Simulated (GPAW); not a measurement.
Entries from a set of simulations; values are calculated unless marked as measured.

```json
{"subject": "CsGeBr3 (Pm-3m): G0W0 with GPAW, start to end", "lattice_ang": [[5.5333, 0.0, 0.0], [0.0, 5.5333, 0.0], [0.0, 0.0, 5.5333]], "atoms": [["Cs", 0.0, 0.0, 0.0], ["Ge", 0.5, 0.5, 0.5], ["Br", 0.5, 0.5, 0.0], ["Br", 0.5, 0.0, 0.5], ["Br", 0.0, 0.5, 0.5]], "method": "DFT, LDA, plane waves, PAW (and 1 further level or step)", "program": "GPAW 26.7.0", "settings_of_one_run": "cutoff 450 eV, GPAW PAW setups 1.2.1 data release, 2×2×2 k-mesh, nbands 211", "cost": "3 runs, 54 s in all on 4 MPI ranks of Arm Neoverse V2, shared host (the runs of this entry)", "notes": "The cell and positions are those that the Materials Project relaxed with its own functionals (PBE, PBE+U or r2SCAN), kept fixed. Limits: no spin-orbit coupling. Bands and cutoff are finite, so the gap is not at the basis limit. The miss can reach some tenths of an eV and take either sign; the mesh is an error of its own. The 2×2×2 mesh is coarse for this cell, which bears on the long-range parts of exchange and screening.", "results": {"lda_gap": "0.52 eV, direct", "g0w0_gap_on_the_mesh": "1.18 eV", "gw_settings": "2×2×2 mesh, 201 bands, screening to 65 eV, Godby-Needs plasmon pole", "known_limits": "not at the basis limit; no spin-orbit coupling; coarse k mesh"}}
```

[Paths, hosts, dates, memory and timing lines, banners, echoed tables and standing remarks are left out of the program output.]

[Logs are printed without paths, hosts, clocks, repeated set-up lines and the standing remarks that a program may print on its own settings, such as how far it seeks lower states.]

[Runs of the session that timed out or met a known fault of the program may be left out.]

[Hosts, paths, dates, database ids (printed as entryN), source tags and the programs' standing remarks are cut or masked in the printed files.]
